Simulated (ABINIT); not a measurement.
# Si3Rh (Pm-3m): zone-centre phonons, part 3 of 3

Which modes does Si3Rh (Pm-3m) have at the zone centre?

ABINIT 10.8.3; DFT PBE, scalar-relativistic, plane waves, SG15 norm-conserving pseudopotentials.

So far. Step 4 (Relaxation): The volume changes by +1.4 % in this run and stands -0.0 % from the first cell. Step 6 (Zone-centre response): The acoustic modes at Γ come out as far as 6.8 cm⁻¹ from zero, where they should vanish, a small numerical error. The lowest optical mode is imaginary, 143i cm⁻¹, an instability at this level and on this k mesh. The relaxed cell has a = 3.838 Å (conventional setting).

The structure was built from a prototype and need not be the compound's stable phase.

### Step 7. Zone-centre analysis

anaddb reads the merged derivatives and imposes the acoustic sum rule.

File anaddb.abi:

```
ddb_filepath "gamma_DDB"
output_file "anaddb.abo"
outdata_prefix "anaddb"
asr 1
chneut 1
enunit 2
eivec 1
nph1l 1
qph1l 0.0 0.0 0.0 1.0
```

File mrgddb.in:

```
gamma_DDB
merged
2
dfpt_gammao_DDB
gso_DDB
```

Command:

```
mrgddb < mrgddb.in > mrgddb.log
OMP_NUM_THREADS=1 anaddb anaddb.abi > anaddb.log
```

anaddb.abo, the main output file:

```text
-outvars_anaddb: echo values of input variables ----------------------

 Miscellaneous information :
      enunit         2
       eivec         1
         asr         1
 First list of wavevector (reduced coord.) :
       nph1l         1
       qph1l
                     0.00000000E+00  0.00000000E+00  0.00000000E+00    1.000E+00

================================================================================

 read the DDB information and perform some checks

  ==== Info on the Cryst% object ====
 Real(R)+Recip(G) space primitive vectors, cartesian coordinates (Bohr,Bohr^-1):
 R(1)=  7.2526933  0.0000000  0.0000000  G(1)=  0.1378798  0.0000000  0.0000000
 R(2)=  0.0000000  7.2526933  0.0000000  G(2)=  0.0000000  0.1378798  0.0000000
 R(3)=  0.0000000  0.0000000  7.2526933  G(3)=  0.0000000  0.0000000  0.1378798
 Unit cell volume ucvol=  3.8150298E+02 bohr^3
 Angles (23,13,12)=  9.00000000E+01  9.00000000E+01  9.00000000E+01 degrees
 Time-reversal symmetry is present
 Reduced atomic positions [iatom, xred, symbol]:
    1)    0.0000000  0.0000000  0.0000000  Rh
    2)    0.0000000  0.5000000  0.5000000  Si
    3)    0.5000000  0.0000000  0.5000000  Si
    4)    0.5000000  0.5000000  0.0000000  Si

 DDB file with 3 blocks has been read.

================================================================================

 Treat the first list of vectors

  Phonon wavevector (reduced coordinates) :  0.00000  0.00000  0.00000
 Phonon energies in Hartree :
  -6.501721E-04 -6.501721E-04 -6.501721E-04  0.000000E+00  0.000000E+00
   0.000000E+00  3.191965E-04  3.191965E-04  3.191965E-04  1.141136E-03
   1.141136E-03  1.141136E-03
 Phonon energies in meV     :
- -1.769208E+01 -1.769208E+01 -1.769208E+01  0.000000E+00  0.000000E+00
-  0.000000E+00  8.685779E+00  8.685779E+00  8.685779E+00  3.105190E+01
-  3.105190E+01  3.105190E+01
 Phonon frequencies in cm-1    :
- -1.426963E+02 -1.426963E+02 -1.426963E+02  0.000000E+00  0.000000E+00
-  0.000000E+00  7.005553E+01  7.005553E+01  7.005553E+01  2.504505E+02
-  2.504505E+02  2.504505E+02
 Phonon frequencies in Thz     :
- -4.277927E+00 -4.277927E+00 -4.277927E+00  0.000000E+00  0.000000E+00
-  0.000000E+00  2.100212E+00  2.100212E+00  2.100212E+00  7.508317E+00
-  7.508317E+00  7.508317E+00
 Phonon energies in Kelvin  :
- -2.053081E+02 -2.053081E+02 -2.053081E+02  0.000000E+00  0.000000E+00
-  0.000000E+00  1.007943E+02  1.007943E+02  1.007943E+02  3.603424E+02
-  3.603424E+02  3.603424E+02

 Eigendisplacements
 (will be given, for each mode : in cartesian coordinates
   for each atom the real part of the displacement vector,
   then the imaginary part of the displacement vector - absolute values smaller than 1.0d-7 are set to zero)
  Mode number    1   Energy   -6.501721E-04
 Attention : low frequency mode.
   (Could be unstable or acoustic mode)
-  1  0.00000000E+00  0.00000000E+00 -1.47010971E-03
-     0.00000000E+00  0.00000000E+00  0.00000000E+00
-  2  0.00000000E+00  0.00000000E+00  1.22652455E-03
-     0.00000000E+00  0.00000000E+00  0.00000000E+00
-  3  0.00000000E+00  0.00000000E+00  1.22652455E-03
-     0.00000000E+00  0.00000000E+00  0.00000000E+00
-  4  0.00000000E+00  0.00000000E+00  2.93343380E-03
-     0.00000000E+00  0.00000000E+00  0.00000000E+00
  Mode number    2   Energy   -6.501721E-04
 Attention : low frequency mode.
   (Could be unstable or acoustic mode)
-  1  0.00000000E+00  1.47010971E-03  0.00000000E+00
-     0.00000000E+00  0.00000000E+00  0.00000000E+00
-  2  0.00000000E+00 -1.22652455E-03  0.00000000E+00
-     0.00000000E+00  0.00000000E+00  0.00000000E+00
-  3  0.00000000E+00 -2.93343380E-03  0.00000000E+00
-     0.00000000E+00  0.00000000E+00  0.00000000E+00
-  4  0.00000000E+00 -1.22652455E-03  0.00000000E+00
-     0.00000000E+00  0.00000000E+00  0.00000000E+00
  Mode number    3   Energy   -6.501721E-04
 Attention : low frequency mode.
   (Could be unstable or acoustic mode)
-  1  1.47010971E-03  0.00000000E+00  0.00000000E+00
-     0.00000000E+00  0.00000000E+00  0.00000000E+00
-  2 -2.93343380E-03  0.00000000E+00  0.00000000E+00
-     0.00000000E+00  0.00000000E+00  0.00000000E+00
-  3 -1.22652455E-03  0.00000000E+00  0.00000000E+00
-     0.00000000E+00  0.00000000E+00  0.00000000E+00
-  4 -1.22652455E-03  0.00000000E+00  0.00000000E+00
-     0.00000000E+00  0.00000000E+00  0.00000000E+00
  Mode number    4   Energy    0.000000E+00
 Attention : low frequency mode.
   (Could be unstable or acoustic mode)
-  1  0.00000000E+00  0.00000000E+00  1.71202748E-03
-     0.00000000E+00  0.00000000E+00  0.00000000E+00
-  2  0.00000000E+00  0.00000000E+00  1.71203054E-03
-     0.00000000E+00  0.00000000E+00  0.00000000E+00
-  3  0.00000000E+00  0.00000000E+00  1.71203054E-03
-     0.00000000E+00  0.00000000E+00  0.00000000E+00
-  4  0.00000000E+00  0.00000000E+00  1.71203133E-03
-     0.00000000E+00  0.00000000E+00  0.00000000E+00
  Mode number    5   Energy    0.000000E+00
 Attention : low frequency mode.
   (Could be unstable or acoustic mode)
-  1  0.00000000E+00 -1.71202748E-03  0.00000000E+00
-     0.00000000E+00  0.00000000E+00  0.00000000E+00
-  2  0.00000000E+00 -1.71203054E-03  0.00000000E+00
-     0.00000000E+00  0.00000000E+00  0.00000000E+00
-  3  0.00000000E+00 -1.71203133E-03  0.00000000E+00
-     0.00000000E+00  0.00000000E+00  0.00000000E+00
-  4  0.00000000E+00 -1.71203054E-03  0.00000000E+00
-     0.00000000E+00  0.00000000E+00  0.00000000E+00
  Mode number    6   Energy    0.000000E+00
 Attention : low frequency mode.
   (Could be unstable or acoustic mode)
-  1  1.71202748E-03  0.00000000E+00  0.00000000E+00
-     0.00000000E+00  0.00000000E+00  0.00000000E+00
-  2  1.71203133E-03  0.00000000E+00  0.00000000E+00
-     0.00000000E+00  0.00000000E+00  0.00000000E+00
-  3  1.71203054E-03  0.00000000E+00  0.00000000E+00
-     0.00000000E+00  0.00000000E+00  0.00000000E+00
-  4  1.71203054E-03  0.00000000E+00  0.00000000E+00
-     0.00000000E+00  0.00000000E+00  0.00000000E+00
  Mode number    7   Energy    3.191965E-04
-  1  0.00000000E+00  0.00000000E+00  0.00000000E+00
-     0.00000000E+00  0.00000000E+00  0.00000000E+00
-  2  0.00000000E+00  0.00000000E+00 -3.12509966E-03
-     0.00000000E+00  0.00000000E+00  0.00000000E+00
-  3  0.00000000E+00  0.00000000E+00  3.12509966E-03
-     0.00000000E+00  0.00000000E+00  0.00000000E+00
-  4  0.00000000E+00  0.00000000E+00  0.00000000E+00
-     0.00000000E+00  0.00000000E+00  0.00000000E+00
  Mode number    8   Energy    3.191965E-04
-  1  0.00000000E+00  0.00000000E+00  0.00000000E+00
-     0.00000000E+00  0.00000000E+00  0.00000000E+00
-  2  0.00000000E+00  3.12509966E-03  0.00000000E+00
-     0.00000000E+00  0.00000000E+00  0.00000000E+00
-  3  0.00000000E+00  0.00000000E+00  0.00000000E+00
-     0.00000000E+00  0.00000000E+00  0.00000000E+00
-  4  0.00000000E+00 -3.12509966E-03  0.00000000E+00
-     0.00000000E+00  0.00000000E+00  0.00000000E+00
  Mode number    9   Energy    3.191965E-04
-  1  0.00000000E+00  0.00000000E+00  0.00000000E+00
-     0.00000000E+00  0.00000000E+00  0.00000000E+00
-  2  0.00000000E+00  0.00000000E+00  0.00000000E+00
-     0.00000000E+00  0.00000000E+00  0.00000000E+00
-  3 -3.12509966E-03  0.00000000E+00  0.00000000E+00
-     0.00000000E+00  0.00000000E+00  0.00000000E+00
-  4  3.12509966E-03  0.00000000E+00  0.00000000E+00
-     0.00000000E+00  0.00000000E+00  0.00000000E+00
  Mode number   10   Energy    1.141136E-03
-  1  0.00000000E+00  0.00000000E+00  4.88517032E-04
-     0.00000000E+00  0.00000000E+00  0.00000000E+00
-  2  0.00000000E+00  0.00000000E+00 -2.30886050E-03
-     0.00000000E+00  0.00000000E+00  0.00000000E+00
-  3  0.00000000E+00  0.00000000E+00 -2.30886050E-03
-     0.00000000E+00  0.00000000E+00  0.00000000E+00
-  4  0.00000000E+00  0.00000000E+00  2.82779253E-03
-     0.00000000E+00  0.00000000E+00  0.00000000E+00
  Mode number   11   Energy    1.141136E-03
-  1  0.00000000E+00  4.88517032E-04  0.00000000E+00
-     0.00000000E+00  0.00000000E+00  0.00000000E+00
-  2  0.00000000E+00 -2.30886050E-03  0.00000000E+00
-     0.00000000E+00  0.00000000E+00  0.00000000E+00
-  3  0.00000000E+00  2.82779253E-03  0.00000000E+00
-     0.00000000E+00  0.00000000E+00  0.00000000E+00
-  4  0.00000000E+00 -2.30886050E-03  0.00000000E+00
-     0.00000000E+00  0.00000000E+00  0.00000000E+00
  Mode number   12   Energy    1.141136E-03
-  1  4.88517032E-04  0.00000000E+00  0.00000000E+00
-     0.00000000E+00  0.00000000E+00  0.00000000E+00
-  2  2.82779253E-03  0.00000000E+00  0.00000000E+00
-     0.00000000E+00  0.00000000E+00  0.00000000E+00
-  3 -2.30886050E-03  0.00000000E+00  0.00000000E+00
-     0.00000000E+00  0.00000000E+00  0.00000000E+00
-  4 -2.30886050E-03  0.00000000E+00  0.00000000E+00
-     0.00000000E+00  0.00000000E+00  0.00000000E+00

 Analysis of degeneracies and characters (maximum tolerance=1.00E-06 a.u.)
 For each vibration mode, or group of modes if degenerate,
 the characters are given for each symmetry operation (see the list in the log file).
 Symmetry characters of vibration mode #   1
       degenerate with vibration modes #   2 to    3
  3.0 -3.0 -1.0  1.0 -1.0  1.0 -1.0  1.0  1.0 -1.0 -1.0  1.0  1.0 -1.0 -1.0  1.0
 -0.0  0.0  0.0 -0.0  0.0 -0.0  0.0 -0.0  1.0 -1.0 -1.0  1.0 -1.0  1.0  1.0 -1.0
 -0.0  0.0  0.0 -0.0  0.0 -0.0  0.0 -0.0  1.0 -1.0  1.0 -1.0 -1.0  1.0 -1.0  1.0
 Symmetry characters of vibration mode #   4
       degenerate with vibration modes #   5 to    6
  3.0 -3.0 -1.0  1.0 -1.0  1.0 -1.0  1.0  1.0 -1.0 -1.0  1.0  1.0 -1.0 -1.0  1.0
  0.0 -0.0 -0.0  0.0 -0.0  0.0  0.0 -0.0  1.0 -1.0 -1.0  1.0 -1.0  1.0  1.0 -1.0
  0.0 -0.0 -0.0  0.0  0.0 -0.0 -0.0  0.0  1.0 -1.0  1.0 -1.0 -1.0  1.0 -1.0  1.0
 Symmetry characters of vibration mode #   7
       degenerate with vibration modes #   8 to    9
  3.0 -3.0 -1.0  1.0 -1.0  1.0 -1.0  1.0 -1.0  1.0  1.0 -1.0 -1.0  1.0  1.0 -1.0
 -0.0  0.0  0.0 -0.0 -0.0  0.0  0.0 -0.0 -1.0  1.0  1.0 -1.0  1.0 -1.0 -1.0  1.0
 -0.0  0.0 -0.0  0.0  0.0 -0.0  0.0 -0.0 -1.0  1.0 -1.0  1.0  1.0 -1.0  1.0 -1.0
 Symmetry characters of vibration mode #  10
       degenerate with vibration modes #  11 to   12
  3.0 -3.0 -1.0  1.0 -1.0  1.0 -1.0  1.0  1.0 -1.0 -1.0  1.0  1.0 -1.0 -1.0  1.0
 -0.0  0.0 -0.0  0.0  0.0 -0.0  0.0 -0.0  1.0 -1.0 -1.0  1.0 -1.0  1.0  1.0 -1.0
 -0.0  0.0  0.0 -0.0  0.0 -0.0 -0.0  0.0  1.0 -1.0  1.0 -1.0 -1.0  1.0 -1.0  1.0
-
```

Elapsed: 0.52 s, on 1 thread of Arm Neoverse V1, shared host.

Numbers from this step:

* highest optical zone-centre mode (no LO-TO term): 250.4 cm⁻¹
* lowest optical zone-centre mode: -142.7 cm⁻¹

No LO-TO term; unit eigenvectors of the mass-weighted matrix, from anaddb's displacements. The modes at Γ (shares of kinetic energy by element, %) (negative means imaginary):

```
mode  frequency (cm⁻¹)  symmetry  Rh %  Si %
   1            -142.7       T1u    41    59
   2            -142.7       T1u    41    59
   3            -142.7       T1u    41    59
   4               0.0  acoustic    55    45
   5               0.0  acoustic    55    45
   6               0.0  acoustic    55    45
   7              70.1       T2u     0   100
   8              70.1       T2u     0   100
   9              70.1       T2u     0   100
  10             250.5       T1u     4    96
  11             250.5       T1u     4    96
  12             250.5       T1u     4    96
```

Displacements in mode 1 (-142.7 cm⁻¹), the largest set to 1:
```
Rh1  0.00  0.00 -0.50
Si2  0.00  0.00  0.42
Si3  0.00  0.00  0.42
Si4  0.00  0.00  1.00
```

Displacements in mode 10 (250.5 cm⁻¹), the largest set to 1:
```
Rh1  0.00  0.00  0.17
Si2  0.00  0.00 -0.82
Si3  0.00  0.00 -0.82
Si4  0.00  0.00  1.00
```

The rule moves no optical mode by more than 0.4 cm⁻¹.

### Step 8. Results

| Property | Result |
| --- | --- |
| space group after relaxation | Pm-3m |
| volume per atom | 14.1 Å³ |
| highest optical zone-centre mode (no LO-TO term) | 250.4 cm⁻¹ |
| lowest optical zone-centre mode | -142.7 cm⁻¹ |
| imaginary optical modes at the zone centre (no q mesh in this session) | yes |

At the PBE level the optical modes of Si3Rh (Pm-3m) at the zone centre run from 143i to 250 cm⁻¹, so the structure is a saddle point, with 3 modes beyond 10i cm⁻¹ there. These are harmonic frequencies: anharmonic shifts and widths and the lattice's thermal expansion are left out. The Fermi-Dirac smearing of 0.01 Ha is an electronic temperature of 3158 K, which adds a pressure of its own and can shift the volume and soft modes. In a metal the frequencies hang on the k mesh and the smearing, most of all near Kohn anomalies. The runs are without spin polarisation, although the cell has an odd electron count or an open d or f shell, so a magnetic state was not tested. The structure is a hypothetical one, built on a prototype.

[Host names and launcher messages were left out of these logs when they were recorded.]

[Logs are printed without paths, hosts, clocks, repeated set-up lines and the standing remarks that a program may print on its own settings, such as how far it seeks lower states.]

[Hosts, paths, dates, database ids (printed as entryN), source tags and the programs' standing remarks are cut or masked in the printed files.]
